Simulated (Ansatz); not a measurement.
# SnO2 (Pnnm): band gap by G0W0 on HSE06

Wanted: the gap of SnO2 (Pnnm) with a many-body correction, and the time that it takes.

Method: HSE06, then G0W0 on it, plane waves, PAW, in Ansatz 0.2.0.

## Step 1: The structure

Symmetry: Pnnm, No. 58, orthorhombic system. Conventional cell: a = 4.788 Å, b = 4.867 Å, c = 3.241 Å, α = 90.00°, β = 90.00°, γ = 90.00°. Sn has 6 O at 2.09 to 2.10 Å nearest. Nearest to O lie 3 Sn at 2.09 to 2.10 Å. Farther neighbours and most contacts between anions are not listed.

The cell and positions are those that the Materials Project relaxed with its own functionals (PBE, PBE+U or r2SCAN), kept fixed. This is not the form that SnO2 usually takes at ambient conditions.

The logs state that the PAW files were generated under PBE.

## Step 2: The starting point: HSE06

HSE06 mixes in a quarter of exact exchange at short range.

This step: DFT, HSE06, plane waves, PAW; PAW set soft_1.

input.yaml reads:

```yaml
crystal:
  lattice:
    - [4.788004, 0.0, 0.0]
    - [0.0, 4.866582, 0.0]
    - [0.0, 0.0, 3.240898]
  atoms:
    - { symbol: Sn, position: [0.5, 0.5, 0.5] }
    - { symbol: Sn, position: [0.0, 0.0, 0.0] }
    - { symbol: O, position: [0.291855, 0.321042, 0.0] }
    - { symbol: O, position: [0.791855, 0.178958, 0.5] }
    - { symbol: O, position: [0.208145, 0.821042, 0.5] }
    - { symbol: O, position: [0.708145, 0.678958, 0.0] }
kpoints:
  mp_grid: { grid: [4, 4, 4] }
  band_path:
    path:
      - [0.0, 0.0, 0.0]
      - [0.5, 0.0, 0.0]
      - [0.5, 0.5, 0.0]
      - [0.0, 0.5, 0.0]
      - [0.0, 0.0, 0.5]
      - [0.5, 0.0, 0.5]
      - [0.5, 0.5, 0.5]
      - [0.0, 0.5, 0.5]
      - [0.1, 0.0, 0.0]
    npoints: 1
hamiltonian:
  xc: hse06
  pseudopotentials: { kind: paw, azcp: { folder: soft_1 } }
scf:
  occupations: { method: fixed }
  n_extra_bands: 6
output:
  eigenvalues: true
```

On the command line:

```console
ansatz run input.yaml --threads 2 --pin off --max-ram 92160MiB --backend cuda --events-out ev --progress --plain --runs-dir out --devices 1 --max-vram 13GiB
```

Numbers of over 12 decimals in the logs are rounded to 6 here.

What it wrote:

```text
scf.n_extra_bands = 6 over 26 filled bands (N_el = 52.0): the run solves 32 bands
GPUs: using 1 of 1 available (devices: 1).
Engine: ansatz 0.2.0, x86_64-unknown-linux-gnu
Pseudopotentials: kind: paw
Pseudopotential: Sn, paw, valence charge 14, recommended cutoff 420 eV (normal), soft_1/Sn.paw.azcp
Pseudopotential: O, paw, valence charge 6, recommended cutoff 420 eV (normal), soft_1/O.paw.azcp
Functional definition: HSE06
  parameter a = 0.25
  parameter omega = 0.11/bohr
  exchange = pbe_x - a*pbe_x_sr(omega) + a*exact_x_sr(omega)
  correlation = pbe_c
davidson cushion auto → on  (no smearing: the cushion is to keep the highest requested band from converging to the state above it; pin scf.eigensolver.cushion to override)
device memory: the entry about to start is reckoned to put 1.0 GiB on a device that reports 65.2 GiB free (of which the cap on the GPU budget leaves the run 13.0 GiB)
GPU FFT provider: cuFFT
GPU libraries: cuBLAS 13.8.2, cuFFT 12.4.0, cuSOLVER 12.3.4
Crystal: 6 atoms, lattice volume = 75.517 Å³
Basis set: ecut = 420 eV, 1479 PW (Γ)
Bands: 32, of which v1, the nominal top of the filled ones, is band 26 counted from 1 (25 counted from 0)
Symmetry: 8 space group operations
Space group: Pnnm (ITA 58), of the structure as read, at distance tolerance 4.2e-5 Å
k-points: 27 of 64
Non-local potential: Sn, projectors of the file, l = 0: 2, l = 1: 2, l = 2: 2, l = 3: 1
Non-local potential: O, projectors of the file, l = 0: 2, l = 1: 2, l = 2: 1
PAW form: soft (Blöchl's): semilocal exchange-correlation on the pseudo side does not see the compensation charge
PAW frozen core: Sn, regenerated for the run's functional, and the local potential with it (the file was generated under x = pbe(κ = 0.804, μ = 0.219515), c = pbe(β = 0.066725))
PAW frozen core: O, regenerated for the run's functional, and the local potential with it (the file was generated under x = pbe(κ = 0.804, μ = 0.219515), c = pbe(β = 0.066725))
PAW one-centre angular grid: Sn, 590 points (default); XC on 64 Gauss nodes
PAW one-centre angular grid: O, 110 points (default); XC on 96 Gauss nodes
Initial density: superposition of atomic densities (chi_scale 0.1, normalization cell, long waves kept (reshape's long-wave potential 0.00 eV rms))
Initial wavefunctions: pseudopotential atomic-orbital guess
GPU buffer pool allocated for 31104 grid points (all kernels)
GPU transforms: local potential and band sums: pruned to the plane-wave sphere, on 36×36×24
Functional: x = pbe(κ = 0.804, μ = 0.219515), c = pbe(β = 0.066725), warm-up for x = pbe(κ = 0.804, μ = 0.219515) + 0.25 (exact − pbe) at short range (hse, ω = 0.207870 Å⁻¹), c = pbe(β = 0.066725); HSE06 as pw.x's `hse` composes it (authors' and Libxc's form: `xc: wpbeh`)
SCF iter   1: F=—  HF=-14318.767060 eV  |F-HF|=—  |Δ(HF+E_count)|=         —  Δρ=7.51e-2  dr2=3.26e0  ethr=1.00e-1  ⟨swp⟩=4.0  Hψ=2656  notcnv=0
preconditioner: auto → none  [insulator: Δε(μ)=1.201 eV  Ē_g=19.655 eV  n_scr=18 (ndim 8)  ℏωp=30.8 eV  f_vac=0.000]
SCF iter   2: F=—  HF=-14318.201367 eV  |F-HF|=—  |Δ(HF+E_count)|=   5.66e-1  Δρ=4.07e-2  dr2=5.36e-1  ethr=6.26e-3  ⟨swp⟩=3.4  Hψ=2320  notcnv=0  defer=3
SCF iter   3: F=—  HF=-14318.140114 eV  |F-HF|=—  |Δ(HF+E_count)|=   6.13e-2  Δρ=1.41e-2  dr2=1.16e-1  ethr=1.03e-3  ⟨swp⟩=3.1  Hψ=2310  notcnv=0
iter 4 solved again at ethr=1.88e-5 eV; its pass at ethr=2.23e-4 eV (dr2=9.76e-3 eV) is discarded
SCF iter   4: F=—  HF=-14318.142451 eV  |F-HF|=—  |Δ(HF+E_count)|=   2.34e-3  Δρ=4.65e-3  dr2=9.02e-3  ethr=1.88e-5  ⟨swp⟩=3.5  Hψ=3983  notcnv=0  defer=3
SCF iter   5: F=—  HF=-14318.144169 eV  |F-HF|=—  |Δ(HF+E_count)|=   1.72e-3  Δρ=7.16e-4  dr2=1.73e-4  ethr=1.73e-5  ⟨swp⟩=2.7  Hψ=1948  notcnv=0  defer=1
SCF iter   6: F=-14318.144342 eV  HF=-14318.144345 eV  |F-HF|=2.99e-6  |Δ(HF+E_count)|=   1.77e-4  Δρ=1.31e-4  dr2=5.79e-6  ethr=3.32e-7  ⟨swp⟩=4.2  Hψ=2857  notcnv=0  defer=2
SCF 1 stopped early in 6 iterations: F = -14318.144342 eV  dr2 = 5.79e-6
  greatest PAW one-centre occupation: 0.996 electrons in one spin orbital (limit 2), on the Sn atom at site 0 (counted from 0), in its partial waves of l = 2
device memory: the entry about to start is reckoned to put 1.5 GiB (of the 1.6 GiB reckoned in all, the device holds 0.1 GiB already) on a device that reports 66.9 GiB free (of which the cap on the GPU budget leaves the run 12.9 GiB)
GPU FFT provider: cuFFT
GPU libraries: cuBLAS 13.8.2, cuFFT 12.4.0, cuSOLVER 12.3.4
Initial density: handed on by an earlier stage of this run
Initial wavefunctions: those handed on with the density
GPU buffer pool allocated for 31104 grid points (all kernels)
GPU transforms: local potential and band sums: pruned to the plane-wave sphere, on 36×36×24
Functional: x = pbe(κ = 0.804, μ = 0.219515) + 0.25 (exact − pbe) at short range (hse, ω = 0.207870 Å⁻¹), c = pbe(β = 0.066725); HSE06 as pw.x's `hse` composes it (authors' and Libxc's form: `xc: wpbeh`)
Exchange kernel: α = 0.2500, screened, ω = 0.2079 Å⁻¹, Wigner–Seitz truncation, v(0) = 1029.5469 eV·Å³, q-mesh 4×4×4, nearest image of the exchange supercell L = 12.96 Å, pair-density grid 30×30×20, without the augmentation charges, whose exchange is taken in its separable form by FFT convolution over the k-point mesh (sized by the pseudopotential files, 36×36×24 at the most), smooth part of the exact exchange by density-matrix convolution in up to 2.46 GiB of GPU memory as planned if the GPU has room (build and FFT work areas not counted)
Frozen-core exchange: fock
SCF iter   1: F=—  HF=-14325.562735 eV  |F-HF|=—  |Δ(HF+E_count)|=         —  Δρ=9.53e-3  dr2=5.42e-2  ethr=1.11e-7  ⟨swp⟩=9.0  Hψ=5304  notcnv=0
preconditioner: auto → none  [insulator: Δε(μ)=2.426 eV  Ē_g=21.895 eV  n_scr=18 (ndim 8)  ℏωp=30.8 eV  f_vac=0.030]
SCF iter   2: F=—  HF=-14325.544983 eV  |F-HF|=—  |Δ(HF+E_count)|=   1.78e-2  Δρ=2.60e-3  dr2=5.77e-3  ethr=1.11e-7  ⟨swp⟩=6.0  Hψ=4024  notcnv=0  defer=8
SCF iter   3: F=—  HF=-14325.569586 eV  |F-HF|=—  |Δ(HF+E_count)|=   2.46e-2  Δρ=1.31e-3  dr2=1.08e-3  ethr=1.11e-7  ⟨swp⟩=5.9  Hψ=3834  notcnv=0  defer=7
SCF iter   4: F=—  HF=-14325.569246 eV  |F-HF|=—  |Δ(HF+E_count)|=   3.40e-4  Δρ=8.56e-5  dr2=3.70e-5  ethr=1.11e-7  ⟨swp⟩=4.0  Hψ=2864  notcnv=0
SCF iter   5: F=-14325.569506 eV  HF=-14325.569515 eV  |F-HF|=8.83e-6  |Δ(HF+E_count)|=   2.68e-4  Δρ=1.36e-4  dr2=1.32e-5  ethr=4.07e-9  ⟨swp⟩=6.0  Hψ=3800  notcnv=0  defer=10
SCF 2 stopped early in 5 iterations: F = -14325.569506 eV  dr2 = 1.32e-5
  greatest PAW one-centre occupation: 0.996 electrons in one spin orbital (limit 2), on the Sn atom at site 1 (counted from 0), in its partial waves of l = 2
hybrid outer 1: dexx = +2.765e-2 eV, tail = 1.29e-4 eV
GPU FFT provider: cuFFT
GPU libraries: cuBLAS 13.8.2, cuFFT 12.4.0, cuSOLVER 12.3.4
GPU buffer pool allocated for 31104 grid points (all kernels)
GPU transforms: local potential and band sums: pruned to the plane-wave sphere, on 36×36×24
Exchange kernel: α = 0.2500, screened, ω = 0.2079 Å⁻¹, Wigner–Seitz truncation, v(0) = 1029.5469 eV·Å³, q-mesh 4×4×4, nearest image of the exchange supercell L = 12.96 Å, pair-density grid 30×30×20, without the augmentation charges, whose exchange is taken in its separable form by FFT convolution over the k-point mesh (sized by the pseudopotential files, 36×36×24 at the most), smooth part of the exact exchange by density-matrix convolution in up to 2.46 GiB of GPU memory as planned if the GPU has room (build and FFT work areas not counted)
Frozen-core exchange: fock
SCF iter   1: F=—  HF=-14325.568617 eV  |F-HF|=—  |Δ(HF+E_count)|=         —  Δρ=5.38e-5  dr2=1.49e-6  ethr=1.24e-6  ⟨swp⟩=3.4  Hψ=2046  notcnv=0
preconditioner: auto → none  [insulator: Δε(μ)=2.427 eV  Ē_g=21.936 eV  n_scr=18 (ndim 8)  ℏωp=30.8 eV  f_vac=0.036]
SCF iter   2: F=—  HF=-14325.568621 eV  |F-HF|=—  |Δ(HF+E_count)|=   4.40e-6  Δρ=2.82e-5  dr2=4.21e-7  ethr=1.87e-9  ⟨swp⟩=5.1  Hψ=3531  notcnv=0  defer=1
iter 3 solved again at ethr=4.27e-11 eV; its pass at ethr=6.90e-10 eV (dr2=2.22e-8 eV) is discarded
SCF iter   3: F=-14325.568621 eV  HF=-14325.568621 eV  |F-HF|=1.69e-9  |Δ(HF+E_count)|=   5.95e-8  Δρ=1.01e-5  dr2=3.20e-8  ethr=4.27e-11  ⟨swp⟩=4.0  Hψ=4438  notcnv=0
SCF 3 converged in 3 iterations: F = -14325.568621 eV  dr2 = 3.20e-8
hybrid outer 2: dexx = +2.814e-6 eV, tail = 1.29e-7 eV, Δε = 4.54e-3 eV (about 1.95e-4 eV left of the loop's levels)
the search or the solves at the SCF's close seem to have found levels that the self-consistency loop had missed (the run counts 2). By its estimate they hold under 1e-12 electrons; where the run keeps them, the occupations were computed again with them
device memory: the entry about to start is reckoned to put 0.5 GiB on a device that reports 71.3 GiB free (of which the cap on the GPU budget leaves the run 13.0 GiB)
NSCF: frozen V_eff on 9 k-points
hybrid SCF converged: 2 outer / 8 inner (+6 warm-up), last move |dexx| = 2.81e-6 eV, tail = 1.29e-7 eV
Stability not checked: this state was not tested for a lower state beside it, because the functional holds exact exchange (a hybrid, or Hartree-Fock), whose exchange loop this test does not read (fock_operator; see scf.lower_state_search)
Free energy (F): -14325.568621 eV
Frozen-core exchange: fock
Harris-Foulkes:  -14325.568621 eV  (|F-HF|=1.69e-9)
Internal energy: -14325.568621 eV  (E = F + TS)
E sigma→0 (E₀):  -14325.568621 eV
Fermi energy:    7.375079 eV
--- Per-component energies (eV) ---
  E_band       = -257.259783
  E_kinetic    = 1015.706419
  E_local      = -3251.919322  (includes V_loc(G=0)·N_el)
  E_nonlocal   = 489.372830
  E_hartree    = 1476.197055
  E_xc         = -428.624287
  E_vxc        = -416.837461  (∫ρ·V_xc dr)
  E_exx        = -151.468272  (= α·E_x^exact, valence–valence)
  E_paw        = -9362.784894  (= ΣΔE_a)
  E_vpaw       = -743.041736  (= ΣTr[D̂ρ^β])
  E_aug_tail   = 0.003813  (compensation charges beyond the density's cutoff)
  E_ewald      = -4112.463075
  E_core_change = 0.411113  (= ΣΔE_core)
  E_smearing   = -0.000000  (= −TS)
  E_closure    = -0.000000  (closes the sum)
  Σ components = -14325.568621   (vs F -14325.568621, Δ=-1.82e-12)
--- Band table (eV; the first three rows and the last of 27) ---
  k-point 0: bands = [... 22 lower, 6.4422, 6.7946, 6.8113, 7.3751, 9.8012, 15.1113, 15.2887, 15.4609, ... 2 higher]
  k-point 1: bands = [... 22 lower, 5.0770, 6.6572, 6.7499, 6.9327, 12.4727, 15.9225, 17.4512, 17.5825, ... 2 higher]
  k-point 2: bands = [... 22 lower, 5.8180, 5.8180, 6.2290, 6.2290, 15.0805, 15.0805, 18.8361, 18.8361, ... 2 higher]
  k-point 26: bands = [... 22 lower, 6.5257, 6.5257, 6.6239, 6.6239, 13.7037, 13.7037, 17.9928, 17.9928, ... 2 higher]
```

Elapsed: 23 s, on 1 × NVIDIA H100 80GB HBM3 (shared by 6 runs) with 2 threads of AMD EPYC 7R13 (Zen 3), shared host; peak memory 1.4 GiB; 24 s of CPU time.

This step gave:

```yaml
gap: 2.426 eV
valence_top_at: Γ
conduction_bottom_at: Γ
least_direct_gap: 2.426 eV
exact_exchange_fraction: 0.25
```

Over mesh and listed points the gap is 2.426 eV, direct, at k = Γ.

(Part 1 of 2 ends here.)

[Paths, hosts, dates, memory and timing lines, banners, echoed tables and standing remarks are left out of the program output.]

[Logs are printed without paths, hosts, clocks, repeated set-up lines and the standing remarks that a program may print on its own settings, such as how far it seeks lower states.]

[Runs of the session that timed out or met a known fault of the program may be left out.]

[Cells called generated may have been cut or substituted from an entry of the Crystallography Open Database or the Materials Project.]

[Hosts, paths, dates, database ids (printed as entryN), source tags and the programs' standing remarks are cut or masked in the printed files.]

[Where an RPA ε∞ is given, it is that of the G0W0 mesh and is not shown converged in it. Names of k-points follow the symmetry that the program found, which can be lower than the space group named. Band edges on a path are those of the sampled points; other points can move an edge, and change direct to indirect where valleys lie close.]

[Hybrid gaps are those of their k-mesh and are not shown converged in it.]
